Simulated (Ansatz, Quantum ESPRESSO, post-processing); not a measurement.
# Work function of Mo(100), 7 layers, part 5 of 6

Wanted: work functions and the surface dipole of Mo(100), 7 layers at several levels, with their cost.

Quantum ESPRESSO 7.5; plane-wave DFT, PBE, GBRV ultrasoft pseudopotentials; geometry and cross-check by Ansatz 0.2.0 with PAW datasets.

So far. Step 10 (Potential by pp.x): The upper face goes from 3.928 eV (PBE, GBRV) to 3.971 eV, a change of +0.042 eV. Step 12 (Electrostatic potential): The upper face goes from 3.928 eV (PBE, GBRV) to 4.201 eV, a change of +0.273 eV.

## Step 13: Self-consistent run: PW91, GBRV ultrasoft

Level of this step: plane-wave DFT, PW91, GBRV ultrasoft pseudopotentials made under PBE (Quantum ESPRESSO 7.5). input_dft overrides the functional of the files.

gbrv-pw91.in reads:

```
&control
  prefix = 'gbrv-pw91'
  outdir = './out'
  pseudo_dir = './pseudo'
  calculation = 'scf'
  tprnfor = .true.
/
&system
  ibrav = 0
  nat = 7
  ntyp = 1
  ecutwfc = 40
  ecutrho = 200
  input_dft = 'pw91'
  occupations = 'smearing'
  smearing = 'mv'
  degauss = 0.02
/
&electrons
  conv_thr = 1e-07
  mixing_beta = 0.4
  electron_maxstep = 120
  mixing_mode = 'local-TF'
/
ATOMIC_SPECIES
  Mo  95.9500  mo_pbe_v1.uspp.F.UPF
CELL_PARAMETERS angstrom
  3.15000000000000 0.00000000000000 0.00000000000000
  0.00000000000000 3.15000000000000 0.00000000000000
  0.00000000000000 0.00000000000000 25.45000000000000
ATOMIC_POSITIONS crystal
  Mo  0.000000000000 0.000000000000 0.319348393181
  Mo  0.500000000000 0.500000000000 0.374509287596
  Mo  0.000000000000 0.000000000000 0.438113948900
  Mo  0.500000000000 0.500000000000 0.500000000000
  Mo  0.000000000000 0.000000000000 0.561886051100
  Mo  0.500000000000 0.500000000000 0.625490742400
  Mo  -0.000000000000 0.000000000000 0.680651634856
K_POINTS automatic
  8 8 1 0 0 0
```

Launch:

```
> OMP_NUM_THREADS=1 mpirun -n 4 pw.x -nk 4 -in gbrv-pw91.in > gbrv-pw91.out
```

Output:

```text
[banner, memory and clock lines left out]
Program PWSCF v.7.5 starts
[citation notice left out]

[...]
Message from routine setup:
[...]
bravais-lattice index     =            0
     lattice parameter (alat)  =       5.9526  a.u.
     unit-cell volume          =    1704.1409 (a.u.)^3
     number of atoms/cell      =            7
     number of atomic types    =            1
     number of electrons       =        98.00
     number of Kohn-Sham states=           59
     kinetic-energy cutoff     =      40.0000  Ry
     charge density cutoff     =     200.0000  Ry
     scf convergence threshold =      1.0E-07
     mixing beta               =       0.4000
     number of iterations used =            8  local-TF  mixing
     Exchange-correlation= PW91
                           (   1   4   2   2   0   0   0)

[...]
PseudoPot. # 1 for Mo read from file:
     ./pseudo/mo_pbe_v1.uspp.F.UPF
     Pseudo is Ultrasoft + core correction, Zval = 14.0
     Generated by new atomic code, or converted to UPF format
     Using radial grid of  889 points,  6 beta functions with:
                l(1) =   0
                l(2) =   0
                l(3) =   1
                l(4) =   1
                l(5) =   2
                l(6) =   2
     Q(r) pseudized with  6 coefficients,  rinner =    1.000   1.000   1.000
                                                       1.000   1.000

     atomic species   valence    mass     pseudopotential
     Mo               14.00    95.95000     Mo( 1.00)

     16 Sym. Ops., with inversion, found

[...]
number of k points=    15  Marzari-Vanderbilt smearing, width (Ry)=  0.0200
[...]
Dense  grid:    81313 G-vectors     FFT dimensions: (  27,  27, 225)

     Smooth grid:    57917 G-vectors     FFT dimensions: (  24,  24, 200)

     Initial potential from superposition of free atoms

     starting charge      97.9926, renormalised to      98.0000

     negative rho (up, down):  5.095E-03 0.000E+00
     Starting wfcs are   91 randomized atomic wfcs

     per-process dynamical memory:    84.2 Mb

     Self-consistent Calculation

     iteration #  1     ecut=    40.00 Ry     beta= 0.40
     Davidson diagonalization with overlap
     ethr =  1.00E-02,  avg # of iterations =  2.0

     negative rho (up, down):  1.916E-03 0.000E+00

     total energy              =    -975.70365312 Ry
     estimated scf accuracy    <       4.39458168 Ry

     iteration #  2     ecut=    40.00 Ry     beta= 0.40
[...]
negative rho (up, down):  4.585E-04 0.000E+00

[...]
total energy              =    -975.61285949 Ry
     estimated scf accuracy    <       1.36273683 Ry

     iteration #  3     ecut=    40.00 Ry     beta= 0.40
[...]
negative rho (up, down):  8.409E-05 0.000E+00

[...]
total energy              =    -975.56810060 Ry
     estimated scf accuracy    <       0.41646511 Ry

     iteration #  4     ecut=    40.00 Ry     beta= 0.40
[...]
negative rho (up, down):  3.466E-05 0.000E+00

[...]
total energy              =    -975.59853930 Ry
     estimated scf accuracy    <       0.08824680 Ry

     iteration #  5     ecut=    40.00 Ry     beta= 0.40
[...]
negative rho (up, down):  1.345E-05 0.000E+00

[...]
total energy              =    -975.59312232 Ry
     estimated scf accuracy    <       0.05112328 Ry

     iteration #  6     ecut=    40.00 Ry     beta= 0.40
[...]
negative rho (up, down):  1.009E-05 0.000E+00

[...]
total energy              =    -975.58703465 Ry
     estimated scf accuracy    <       0.02834646 Ry

[...]
iteration # 19     ecut=    40.00 Ry     beta= 0.40
[...]
negative rho (up, down):  5.387E-03 0.000E+00

[...]
total energy              =    -975.58651111 Ry
     estimated scf accuracy    <       0.00000020 Ry

     iteration # 20     ecut=    40.00 Ry     beta= 0.40
[...]
negative rho (up, down):  5.387E-03 0.000E+00

[...]
total energy              =    -975.58651109 Ry
     estimated scf accuracy    <       0.00000027 Ry

     iteration # 21     ecut=    40.00 Ry     beta= 0.40
[...]
negative rho (up, down):  5.396E-03 0.000E+00

[...]
total energy              =    -975.58651106 Ry
     estimated scf accuracy    <       0.00000013 Ry

     iteration # 22     ecut=    40.00 Ry     beta= 0.40
[...]
negative rho (up, down):  5.397E-03 0.000E+00

[...]
End of self-consistent calculation

          k = 0.0000 0.0000 0.0000 (  7237 PWs)   bands (ev):

   -54.1937 -54.1222 -53.9480 -53.9116 -53.7800 -53.5469 -53.5466 -28.4278
   -28.3794 -28.3794 -28.3725 -28.2627 -28.2627 -28.1768 -28.0849 -28.0504
   -28.0504 -27.8900 -27.8900 -27.8109 -27.5759 -27.5759 -27.5532 -27.4552
   -27.3158 -27.3158 -27.3073 -27.3073   0.3061   1.2760   1.8614   2.0371
     2.3054   2.5651   2.8270   3.2242   3.6079   3.7165   4.6274   5.7408
     5.7408   5.8529   5.8983   5.8983   6.1753   6.3368   6.3368   6.3904
     6.8607   6.8607   6.9280   7.0095   7.0196   7.7685   7.8235   7.8235
     8.1055   8.5353   8.9537

          k = 0.0000 0.1250 0.0000 (  7256 PWs)   bands (ev):

   -54.1774 -54.1108 -53.9373 -53.9067 -53.7880 -53.5546 -53.5544 -28.4908
   -28.4821 -28.3918 -28.3443 -28.3111 -28.2328 -28.1552 -28.1286 -28.0287
   -27.9970 -27.9826 -27.8861 -27.6792 -27.6747 -27.5955 -27.4862 -27.4566
   -27.3415 -27.3387 -27.3353 -27.3187   0.6284   1.5249   2.0899   2.2728
     2.4966   2.6571   3.0357   3.2662   3.5179   3.9204   4.7247   5.2831
     5.3152   5.5656   5.6470   5.6519   5.8608   6.4601   6.4718   6.5228
     6.5547   7.0613   7.0751   7.4114   7.5513   7.5773   7.7571   8.2346
     8.2961   8.6310   8.8685

[...]
the Fermi energy is     7.0217 ev

!    total energy              =    -975.58651108 Ry
     estimated scf accuracy    <          2.7E-09 Ry
     smearing contrib. (-TS)   =       0.00306029 Ry
     internal energy E=F+TS    =    -975.58957137 Ry

     The total energy is F=E-TS. E is the sum of the following terms:
     one-electron contribution =   -9115.45412081 Ry
     hartree contribution      =    4568.39107632 Ry
     xc contribution           =    -135.84473639 Ry
     ewald contribution        =    3707.31820951 Ry

     convergence has been achieved in  22 iterations

     negative rho (up, down):  5.397E-03 0.000E+00

     Forces acting on atoms (cartesian axes, Ry/au):

     atom    1 type  1   force =     0.00000000    0.00000000    0.00234146
     atom    2 type  1   force =     0.00000000    0.00000000   -0.00125351
     atom    3 type  1   force =     0.00000000    0.00000000   -0.00460839
     atom    4 type  1   force =     0.00000000    0.00000000    0.00000000
     atom    5 type  1   force =     0.00000000    0.00000000    0.00460839
     atom    6 type  1   force =     0.00000000    0.00000000    0.00125351
     atom    7 type  1   force =     0.00000000    0.00000000   -0.00234146

     Total force =     0.007522     Total SCF correction =     0.000380

[...]
```

The job ended after 70 s (4 MPI ranks of Arm Neoverse V2, shared host; peak memory 0.72 GiB).

This step gave:

- free energy: -13273.5307 eV
- Fermi energy: 7.022 eV

## Step 14: Potential by pp.x

gbrv-pw91.pot.in reads:

```
&inputpp
  prefix = 'gbrv-pw91'
  outdir = './out'
  filplot = 'gbrv-pw91.pot.dat'
  plot_num = 11
/
```

Launch:

```
> OMP_NUM_THREADS=1 mpirun -n 4 pp.x -in gbrv-pw91.pot.in > gbrv-pw91.pot.out
```

Elapsed: 0.8 s, on 4 MPI ranks; peak memory 0.13 GiB.

This step gave:

| Property | Result |
| --- | --- |
| work function of the upper face | 3.950 eV |
| slope of the potential above | 6.22e-4 eV/Å |
| upper vacuum line continued to the top atoms, over the Fermi level | 3.947 eV |
| work function of the lower face | 3.950 eV |
| slope of the potential below | -4.38e-4 eV/Å |
| lower vacuum line continued to the bottom atoms, over the Fermi level | 3.948 eV |

The upper face goes from 3.928 eV (PBE, GBRV) to 3.950 eV, a change of +0.022 eV.

## Step 15: All levels side by side

All levels:

```tsv
level	upper face (eV)	lower face (eV)	dipole (e Å)	CPU time (s)
QE PBE GBRV, periodic	3.928	3.929	-	232.4
QE PBE GBRV, ESM bc1	3.926	3.926	-	443.9
QE PBEsol PseudoDojo norm-conserving, periodic	3.971	3.971	-	635.1
QE LDA PseudoDojo norm-conserving, periodic	4.201	4.201	-	547.5
QE PW91 GBRV ultrasoft, periodic	3.95	3.95	-	281
Ansatz PBE PAW, sawtooth (time of the whole relaxation)	3.915	3.915	-2.14e-6	71.11
```

The times are CPU seconds on a shared host; the codes use unlike cutoffs, datasets and smearings, so their times compare unlike work.

(Continued in part 6 of 6.)

[Logs are printed without paths, hosts, clocks, repeated set-up lines and the standing remarks that a program may print on its own settings, such as how far it seeks lower states.]

[Hosts, paths, dates, database ids (printed as entryN), source tags and the programs' standing remarks are cut or masked in the printed files.]

[Maps of the electrostatic potential energy from Ansatz leave out the sawtooth potential of an applied field or a dipole correction, so their vacuum need not be flat; planar profiles and work functions include it.]
